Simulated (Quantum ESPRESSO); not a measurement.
# How a distortion at fixed volume moves the moments of Co

How does a distortion at fixed volume change the magnetic state of Co?

Method: PBE; plane waves with GBRV 1.5 PBE potentials, no spin-orbit coupling, in Quantum ESPRESSO 7.5.

This is a report of a sequence of runs, with most program output left out.

### 1. Set-up

Symmetry: P6_3/mmc, No. 194, hexagonal system. Conventional cell: a = 2.507 Å, b = 2.507 Å, c = 4.070 Å, α = 90.00°, β = 90.00°, γ = 120.00°. Co has 12 Co at 2.50 to 2.51 Å nearest.

The lattice constants were typed from memory of published values and not checked against a source.

### 2. Factor along z 0.92, ferro ++

Lengths along Cartesian z scale by the factor and those normal to it by its inverse root. Atoms keep their fractional places. Seeded atoms are those given a starting moment.

The input, pw.in:

```
&CONTROL
  calculation = 'scf'
  prefix = 'pwscf'
  outdir = './tmp'
  pseudo_dir = './pseudo'
  disk_io = 'nowf'
  tprnfor = .true.
  tstress = .true.
/
&SYSTEM
  ibrav = 0
  celldm(1) = 8
  nat = 2
  ntyp = 1
  ecutwfc = 40
  ecutrho = 280
  nbnd = 26
  occupations = 'smearing'
  smearing = 'fd'
  degauss = 0.00367493
  nspin = 2
  starting_magnetization(1) = 0.1176
/
&ELECTRONS
  conv_thr = 4d-09
  electron_maxstep = 150
  mixing_beta = 0.3
/
ATOMIC_SPECIES
Co     58.9332 co_pbe_v1.2.uspp.F.UPF
CELL_PARAMETERS alat
   0.6174038031017    0.0000000000000    0.0000000000000
  -0.3087019015497    0.5346874548904    0.0000000000000
   0.0000000000000    0.0000000000000    0.8844863126311
ATOMIC_POSITIONS crystal
Co      0.3333333300    0.6666666700    0.2500000000
Co      0.6666666700    0.3333333300    0.7500000000
K_POINTS automatic
16 16 8 0 0 0
```

The run is started by

```sh
$ OMP_NUM_THREADS=1 mpirun -n 4 pw.x -nk 4 -in pw.in > pw.out
```

Run time: 14 s. Hardware: 4 MPI ranks of Arm Neoverse V2, shared host; peak memory 0.31 GiB.

Spin moment in the atom's sphere by atom:

```
atom  spin moment in the atom's sphere (μB)
 Co1                                   1.74
 Co2                                   1.74
```

Read from the output:

- smearing term TS: 0.01628 eV
- pressure: -0.486 GPa
- magnetization: 3.303 μB
- absolute magnetization: 3.669 μB
- final state: ferromagnetic

### 3. Factor along z 0.92, no spin polarisation

pw.in, as its differences from that of step 2:

```diff
@@ -16,3 +16,3 @@
   ecutrho = 280
-  nbnd = 26
+  nbnd = 24
   occupations = 'smearing'
@@ -20,4 +20,2 @@
   degauss = 0.00367493
-  nspin = 2
-  starting_magnetization(1) = 0.1176
 /
```

Wall time 5.5 s (4 MPI ranks); peak memory 0.25 GiB.

Numbers from this step:

| Quantity | Value |
| --- | --- |
| smearing term TS | 0.05460 eV |
| pressure | -12.47 GPa |
| final state | non-magnetic (no spin polarisation) |

### 4. Factor along z 1.08, ferro ++

pw.in, as its differences from that of step 3:

```diff
@@ -16,3 +16,3 @@
   ecutrho = 280
-  nbnd = 24
+  nbnd = 26
   occupations = 'smearing'
@@ -20,2 +20,4 @@
   degauss = 0.00367493
+  nspin = 2
+  starting_magnetization(1) = 0.1176
 /
@@ -29,5 +31,5 @@
 CELL_PARAMETERS alat
-   0.6174038031017    0.0000000000000    0.0000000000000
-  -0.3087019015497    0.5346874548904    0.0000000000000
-   0.0000000000000    0.0000000000000    0.8844863126311
+   0.5698379070981    0.0000000000000    0.0000000000000
+  -0.2849189535491    0.4934941746653    0.0000000000000
+   0.0000000000000    0.0000000000000    1.0383100191756
 ATOMIC_POSITIONS crystal
```

The job ended after 15 s (4 MPI ranks; peak memory 0.31 GiB).

This step gave:

```
smearing term TS       : 0.01761 eV
pressure               : -0.5071 GPa
magnetization          : 3.326 μB
absolute magnetization : 3.677 μB
final state            : ferromagnetic
largest moment         : 1.745 μB
```

### 5. All points

The runs not shown differ from these in the moved quantity alone.

States, by row:

```
tetragonal       ferro ++  no spin polarisation
      0.92  ferromagnetic          non-magnetic
      0.95  ferromagnetic          non-magnetic
      0.98  ferromagnetic          non-magnetic
         1  ferromagnetic          non-magnetic
      1.02  ferromagnetic          non-magnetic
      1.05  ferromagnetic          non-magnetic
      1.08  ferromagnetic          non-magnetic
```

Largest site moment, ferro ++ against tetragonal:

```
tetragonal (factor)  largest site moment, ferro ++ (μB)
             0.9200                                1.74
             0.9500                                1.74
             0.9800                                1.74
             1.0000                                1.74
             1.0200                                1.74
             1.0500                                1.74
             1.0800                                1.74
```

Table of energy less that of the parallel start, no spin polarisation by tetragonal:

```
tetragonal (factor)  energy less that of the parallel start, no spin polarisation (meV a seeded atom)
             0.9200                                                                               271
             0.9500                                                                               282
             0.9800                                                                               289
             1.0000                                                                               291
             1.0200                                                                               291
             1.0500                                                                               289
             1.0800                                                                               287
```

Table of energy over the lowest by tetragonal; values in meV an atom:

```
tetragonal (factor)  ferro ++  no spin polarisation
             0.9200      87.8                   359
             0.9500      32.5                   315
             0.9800      4.04                   293
             1.0000         0                   291
             1.0200      7.02                   298
             1.0500      36.9                   326
             1.0800      88.4                   375
```

### 6. Results

```yaml
moment_parallel_start: 1.74 to 1.74 μB
states_met_from_these_starts: ferromagnetic
```

What this shows: The net moment of the cell goes from 3.30 to 3.33 μB. Only a parallel start was run beside the spinless one, so opposed or spiral orders, which may lie lower, are not probed.

[Logs and program files are shortened in this print: banners, set-up blocks, solver, clock and traceback lines can be left out without a mark of their own.]

[Logs are printed without paths, hosts, clocks, repeated set-up lines and the standing remarks that a program may print on its own settings, such as how far it seeks lower states.]

[Hosts, paths, dates, database ids (printed as entryN), source tags and the programs' standing remarks are cut or masked in the printed files.]

[Where a cell is said to come from a database of computed structures, the database is the Materials Project.]
